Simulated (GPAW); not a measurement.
**BaTiO3: optical spectrum from first principles**

Wanted: where BaTiO3 starts to absorb, how strongly, and its refractive index. The cell comes from an older database entry, whose edges can differ from later determinations, mostly by under a per cent.

Main program and level: GPAW 26.7.0; DFT, LDA, plane-wave PAW (GPAW data sets), scalar-relativistic, RPA, optical limit.

The database entry behind the starting cell differs from later determinations by our own check (c/a about 0.6 % short), so it need not match the best structure at ambient conditions.

## 1. The starting structure

The structure is tetragonal, space group P4mm (No. 99). Conventional cell: a = 4.000 Å, b = 4.000 Å, c = 4.018 Å, α = 90.00°, β = 90.00°, γ = 90.00°. Ba has 12 O at 2.79 to 2.88 Å nearest. Ti has 6 O at 1.89 to 2.13 Å nearest. O has 2 Ti at 2.00 Å and 4 Ba at 2.79 to 2.88 Å nearest. O has 2 Ti at 1.89 to 2.13 Å and 4 Ba at 2.83 Å nearest. Farther neighbours and most contacts between anions are not listed.

Coordinates:

```cif
data_structure
_symmetry_space_group_name_H-M 'P 1'
_symmetry_Int_Tables_number 1
_cell_length_a 3.9998
_cell_length_b 3.9998
_cell_length_c 4.0180
_cell_angle_alpha 90.000
_cell_angle_beta 90.000
_cell_angle_gamma 90.000
_cell_volume 64.28
loop_
_atom_site_label
_atom_site_type_symbol
_atom_site_fract_x
_atom_site_fract_y
_atom_site_fract_z
_atom_site_occupancy
Ba1 Ba 0.00000 0.00000 0.00000 1
Ti2 Ti 0.50000 0.50000 0.49000 1
O3 O 0.00000 0.50000 0.51700 1
O4 O 0.50000 0.00000 0.51700 1
O5 O 0.50000 0.50000 0.01900 1
```

## 2. Ground state

First the ground state: is it a metal or has it a gap?

This step: DFT, LDA, plane-wave PAW (GPAW data sets), scalar-relativistic, ground state (GPAW 26.7.0).

gs.py reads:

```python
from ase import Atoms
from ase.dft.bandgap import bandgap
from gpaw import GPAW, PW, FermiDirac

atoms = Atoms(['Ba', 'Ti', 'O', 'O', 'O'],
              cell=[[3.999800000000, 0.000000000000, 0.000000000000],
                    [0.000000000000, 3.999800000000, 0.000000000000],
                    [0.000000000000, 0.000000000000, 4.018000000000]],
              scaled_positions=[[0.000000000000, 0.000000000000, 0.000000000000],
                                [0.500000000000, 0.500000000000, 0.490000000000],
                                [0.000000000000, 0.500000000000, 0.517000000000],
                                [0.500000000000, 0.000000000000, 0.517000000000],
                                [0.500000000000, 0.500000000000, 0.019000000000]],
              pbc=[True, True, True])
atoms.calc = GPAW(mode=PW(500), xc='LDA', kpts={'size': (6, 6, 6), 'gamma': True},
                  occupations=FermiDirac(0.05), maxiter=150, txt='gs.txt')
print('energy (eV)', atoms.get_potential_energy())
print('Fermi level (eV)', atoms.calc.get_fermi_level())
print('valence electrons', atoms.calc.get_number_of_electrons())
print('gap (eV)', bandgap(atoms.calc, output=None)[0])
print('direct gap (eV)', bandgap(atoms.calc, direct=True, output=None)[0])
atoms.calc.write('gs.gpw')
```

Run with:

```
$ OMP_NUM_THREADS=1 python gs.py
```

Numbers of over 12 decimals in the logs are rounded to 6 here.

What it wrote:

```text
__  _  _
 | _ |_)|_||  |
 |__||  | ||/\| - 26.7.0

Versions:
  Python: 3.12.14
  ASE:    3.29.0
  Numpy:  2.5.5
  Scipy:  1.18.1
  Libxc:  7.0.0

Input parameters:
  mode=PW(ecut=500.0),
  kpts=MonkhorstPack(size=(6, 6, 6), gamma=True),
  maxiter=150,
  occupations=Occupations(name='fermi-dirac', width=0.05, fixmagmom=False),
  xc=XC(name='LDA')

Diagonalizing LCAO Hamiltonian
Converting LCAO to pw mode
   .---------.
  /|         |
 * |         |
 |O|         |
 | |  OTi    |
 | .---------.
 |/    O    /
 Ba--------*

Atoms  # Å, Bohr magnetons
|   | symbol |        x |        y |        z |    initial magnetic moments |
| 0 |     Ba | 0.000000 | 0.000000 | 0.000000 | ( 0.0000,  0.0000,  0.0000) |
| 1 |     Ti | 1.999900 | 1.999900 | 1.968820 | ( 0.0000,  0.0000,  0.0000) |
| 2 |      O | 0.000000 | 1.999900 | 2.077306 | ( 0.0000,  0.0000,  0.0000) |
| 3 |      O | 1.999900 | 0.000000 | 2.077306 | ( 0.0000,  0.0000,  0.0000) |
| 4 |      O | 1.999900 | 1.999900 | 0.076342 | ( 0.0000,  0.0000,  0.0000) |

Unit cell  # Å
| periodic |        x |        y |        z |  lengths |    angles |
|      yes | 3.999800 | 0.000000 | 0.000000 | 3.999800 | 90.000000 |
|      yes | 0.000000 | 3.999800 | 0.000000 | 3.999800 | 90.000000 |
|      yes | 0.000000 | 0.000000 | 4.018000 | 4.018000 | 90.000000 |

Number of symmetries: 8
Symmetry operations  # r_c * U_cc + t_c -> r_c
|   | kind |            matrix            |
| 0 |  E   |  1, 0, 0,  0, 1, 0,  0, 0, 1 |
| 1 |  σ   |  1, 0, 0,  0,-1, 0,  0, 0, 1 |
| 2 |  σ   |  0, 1, 0,  1, 0, 0,  0, 0, 1 |
| 3 |  C4  |  0, 1, 0, -1, 0, 0,  0, 0, 1 |
| 4 |  C4  |  0,-1, 0,  1, 0, 0,  0, 0, 1 |
| 5 |  σ   |  0,-1, 0, -1, 0, 0,  0, 0, 1 |
| 6 |  σ   | -1, 0, 0,  0, 1, 0,  0, 0, 1 |
| 7 |  C2  | -1, 0, 0,  0,-1, 0,  0, 0, 1 |

BZ-sampling:
  Number of BZ points: 216
  Number of IBZ points: 40

  Monkhorst-Pack size: [6, 6, 6]
  Monkhorst-Pack shift: [0.083333, 0.083333, 0.083333]

K-points  # in reciprocal-cell coordinates
|     |                                coordinates |     weight |
|   0 | (  0.00000000,   0.00000000,   0.00000000) | 0.00462963 |
|   1 | (  0.00000000,   0.00000000,   0.16666667) | 0.00925926 |
|   2 | (  0.00000000,   0.00000000,   0.33333333) | 0.00925926 |
|   3 | (  0.00000000,   0.00000000,   0.50000000) | 0.00462963 |
|   4 | (  0.16666667,   0.00000000,   0.00000000) | 0.01851852 |
|   5 | (  0.16666667,   0.00000000,   0.16666667) | 0.03703704 |
|   6 | (  0.16666667,   0.00000000,   0.33333333) | 0.03703704 |
|   7 | (  0.16666667,   0.00000000,   0.50000000) | 0.01851852 |
|   8 | (  0.16666667,   0.16666667,   0.00000000) | 0.01851852 |
|   9 | (  0.16666667,   0.16666667,   0.16666667) | 0.03703704 |
| ... |                                            |            |
|  39 | (  0.50000000,   0.50000000,   0.50000000) | 0.00462963 |

Plane wave coefficients: 1647
Cutoff: 500.0 eV

Spin-components: 1 (collinear spins)
Bands:           28
Projectors:      27
Spin-degeneracy: 2
Datatype:        complex128

Parallelization:
  kpt:    1
  domain: 1
  band:   1

Density:
  Valence electrons: 40.0
  Components: 1
  Grid points: [21 21 21]
  Charge: 0.0  # |e|

Potential:
  Grid points: [21 21 21]

species:
  Ba:
    name:    Barium
    id:
    Z:       56.0
    valence: 10
    core:    46
    charge:  0.0  # [|e|]
    compensation charges:
      type: gauss
      rc: 0.37  # [Å]
      lmax: 2
    cutoffs:
      filter: 2.06  # [Å]
      core: 2.33  # [Å]
    projectors
    | kind |    occ | energy [eV] | rcut [Å] |
    |   5s |  2.000 |     -33.774 |    1.164 |
    |   6s |  2.000 |      -3.346 |    1.164 |
    |   5p |  6.000 |     -18.813 |    1.164 |
    |    p |        |       0.000 |    1.164 |
    |    d |        |       0.000 |    1.164 |
    |    d |        |      27.211 |    1.164 |

    Using partial waves for Ba as LCAO basis

  Ti:
    name:    Titanium
    id:
    Z:       22.0
    valence: 12
    core:    10
    charge:  0.0  # [|e|]
    compensation charges:
      type: gauss
      rc: 0.38  # [Å]
      lmax: 2
    cutoffs:
      filter: 2.23  # [Å]
      core: 1.02  # [Å]
    projectors
    | kind |    occ | energy [eV] | rcut [Å] |
    |   3s |  2.000 |     -62.257 |    1.270 |
    |   4s |  2.000 |      -4.593 |    1.270 |
    |   3p |  6.000 |     -38.791 |    1.058 |
    |   4p |  0.000 |      -1.536 |    1.058 |
    |   3d |  2.000 |      -4.463 |    1.058 |
    |    d |        |      22.748 |    1.058 |

    Using partial waves for Ti as LCAO basis

  O:
    name:    Oxygen
    id:
    Z:       8.0
    valence: 6
    core:    2
    charge:  0.0  # [|e|]
    compensation charges:
      type: gauss
      rc: 0.21  # [Å]
      lmax: 2
    cutoffs:
      filter: 1.17  # [Å]
      core: 0.83  # [Å]
    projectors
    | kind |    occ | energy [eV] | rcut [Å] |
    |   2s |  2.000 |     -23.752 |    0.688 |
    |   2p |  4.000 |      -9.195 |    0.598 |
    |    s |        |       3.459 |    0.688 |
    |    p |        |      18.016 |    0.598 |
    |    d |        |       0.000 |    0.619 |

    Using partial waves for O as LCAO basis

Reference energy: -250365.446817  # eV

eigensolver:
  PPCG
  Converge bands: occupied
  niter=2

density mixing:
  MSR1-Mixer
  Pratt-step length: 0.05
  Maximum mixing coefficient: 0.75
  Old densities: 10
  SVD Regularization: 0.005
  Good broyden scale: 1.0
  Trust region scale: 1.0
  Backstep threshold: 4.0
  History deletion threshold: 6.0
  Fourier metric: weight=20.0, sigma=0.015

occupation numbers:
  Fermi-Dirac:
    width: 0.0500  # eV

poisson solver:
  ecut: 4000.0  # eV

xc functional:
  name: None

convergence criteria:
- Maximum [total energy] change in last 3 cyles: 0.0005 eV / valence electron
- Maximum integral of absolute [dens]ity change: 0.0001 electrons / valence electron
- Maximum integral of absolute [eigenst]ate change: 4e-08 eV^2 / valence electron
maximum number of iterations: 150

SCF iterations
|iter     |      energy | eigst |  dens |
|iter:   1||  -47.432638 | -0.09 |       |
|iter:   2||  -45.792660 | -1.68 | -0.89 |
|iter:   3||  -42.718434 | -0.75 | -0.96 |
|iter:   4||  -42.478364 | -1.89 | -1.45 |
|iter:   5||  -42.419393 | -2.62 | -1.65 |
|iter:   6||  -42.414787 | -3.63 | -2.04 |
|iter:   7||  -42.414529c| -4.33 | -2.77 |
|iter:   8||  -42.414427c| -4.89 | -3.07 |
|iter:   9||  -42.414423c| -6.49 | -3.60 |
|iter:  10||  -42.414423c| -7.30 | -4.05c|
|iter:  11||  -42.414423c| -7.58c| -4.75c|

Converged in 11 steps
SCF loop duration: 28.574 s (2.598 s/step)
Energy contributions relative to reference atoms: (reference = -250365.446817)

Energy contributions:
  Kinetic:          29.435922
  Coulomb:         -31.620606
  Zero:              0.155668
  External:          0.000000
  Xc:              -40.385407
  Entropy:          -0.000000
  Spinorbit:         0.000000
  ----------------------------
  Free energy:     -42.414423
  Extrapolated:    -42.414423

dipole moment: (-35.365381, -35.365381, -33.846453)  # |e|*Ang

Fermi level: 8.190
Eigenvalues  # (at kpt = [0.000, 0.000, 0.000])
| band index |      eig [eV] | occ [0-2] |
|          0 |       -48.596 |     2.000 |
|        ... |               |           |
|         12 |         4.967 |     2.000 |
|         13 |         4.967 |     2.000 |
|         14 |         6.051 |     2.000 |
|         15 |         6.051 |     2.000 |
|         16 |         6.146 |     2.000 |
|         17 |         7.019 |     2.000 |
|         18 |         7.024 |     2.000 |
|         19 |         7.024 |     2.000 |
|         20 |         9.026 |     0.000 |
|         21 |         9.247 |     0.000 |
|         22 |         9.247 |     0.000 |
|         23 |        11.348 |     0.000 |
|         24 |        11.435 |     0.000 |
|         25 |        12.168 |     0.000 |
|         26 |        12.235 |     0.000 |
|         27 |        14.411 |     0.000 |

Gap: 1.723 eV
Transition (v -> c):
  (s=0, k=39, n=19, [0.50, 0.50, 0.50]) -> (s=0, k=0, n=20, [0.00, 0.00, 0.00])
Direct/indirect transitions are different
Direct gap: 2.002 eV
Transition at: (s=0, k=0, n=19, [0.00, 0.00, 0.00])

--- standard output ---
energy (eV) -42.414423
Fermi level (eV) 8.190246
valence electrons 40.0
gap (eV) 1.722866
direct gap (eV) 2.002458
```

Wall time 33 s (1 thread of Intel Xeon 6975P-C (Granite Rapids), shared host); peak memory 0.19 GiB.

Numbers from this step:

* energy: -42.41 eV
* Fermi energy: 8.190 eV
* gap on the k-mesh: 1.723 eV
* direct gap on the mesh: 2.002 eV
* electrons: 40

There is a gap, 1.72 eV on this mesh (points off the mesh can give less), so no carriers' term is needed.

## 3. Bands for the response

At the fixed density, many empty bands are solved on the mesh of the response, since the spectrum sums over them.

This step: DFT, LDA, plane-wave PAW (GPAW data sets), scalar-relativistic, bands at fixed density (GPAW 26.7.0).

nscf.py reads:

```python
from ase.dft.bandgap import bandgap
from gpaw import GPAW, FermiDirac

calc = GPAW('gs.gpw').fixed_density(kpts={'size': (8, 8, 8), 'gamma': True}, nbands=49, convergence={'bands': 43},
                                    occupations=FermiDirac(0.001), txt='nscf.txt')
print('gap (eV)', bandgap(calc, output=None)[0])
print('direct gap (eV)', bandgap(calc, direct=True, output=None)[0])
print('top band over the Fermi level (eV)', min(calc.get_eigenvalues(kpt=k)[42] for k in range(len(calc.get_ibz_k_points()))) - calc.get_fermi_level())
calc.write('full.gpw', mode='all')
```

Run with:

```
$ OMP_NUM_THREADS=1 python nscf.py
```

What it wrote:

```text
Diagonalizing LCAO Hamiltonian
Converting LCAO to pw mode
convergence criteria:
- Maximum integral of absolute [eigenst]ate change: 4e-08 eV^2 / valence electron
maximum number of iterations: 150

SCF iterations
|iter     |      energy | eigst |  dens |
|iter:   1||             | +3.01 |       |
|iter:   2||             | +1.83 |       |
|iter:   3||             | +0.83 |       |
|iter:   4||             | -0.50 |       |
|iter:   5||             | -1.61 |       |
|iter:   6||             | -2.89 |       |
|iter:   7||             | -3.95 |       |
|iter:   8||             | -5.22 |       |
|iter:   9||             | -6.27 |       |
|iter:  10||             | -7.33 |       |
|iter:  11||             | -7.95c|       |
SCF steps: 11
  __  _  _
 | _ |_)|_||  |
 |__||  | ||/\| - 26.7.0

Versions:
  Python: 3.12.14
  ASE:    3.29.0
  Numpy:  2.5.5
  Scipy:  1.18.1
  Libxc:  7.0.0

Input parameters:
  mode=PW(ecut=500.0),
  convergence={'bands': 43},
  gpts=array([21, 21, 21]),
  kpts=MonkhorstPack(size=(8, 8, 8), gamma=True),
  maxiter=150,
  nbands=49,
  occupations=Occupations(name='fermi-dirac', width=0.001, fixmagmom=False),
  parallel={},
  xc=XC(name='LDA')

--- standard output ---
gap (eV) 1.722866
direct gap (eV) 2.002458
top band over the Fermi level (eV) 19.953288
```

Wall time 76 s (1 thread); peak memory 0.3 GiB.

(Continued in part 2 of 2.)

[Machine, clock and banner lines and Python warnings are left out of the logs.]

[Logs are printed without paths, hosts, clocks, repeated set-up lines and the standing remarks that a program may print on its own settings, such as how far it seeks lower states.]

[Hosts, paths, dates, database ids (printed as entryN), source tags and the programs' standing remarks are cut or masked in the printed files.]
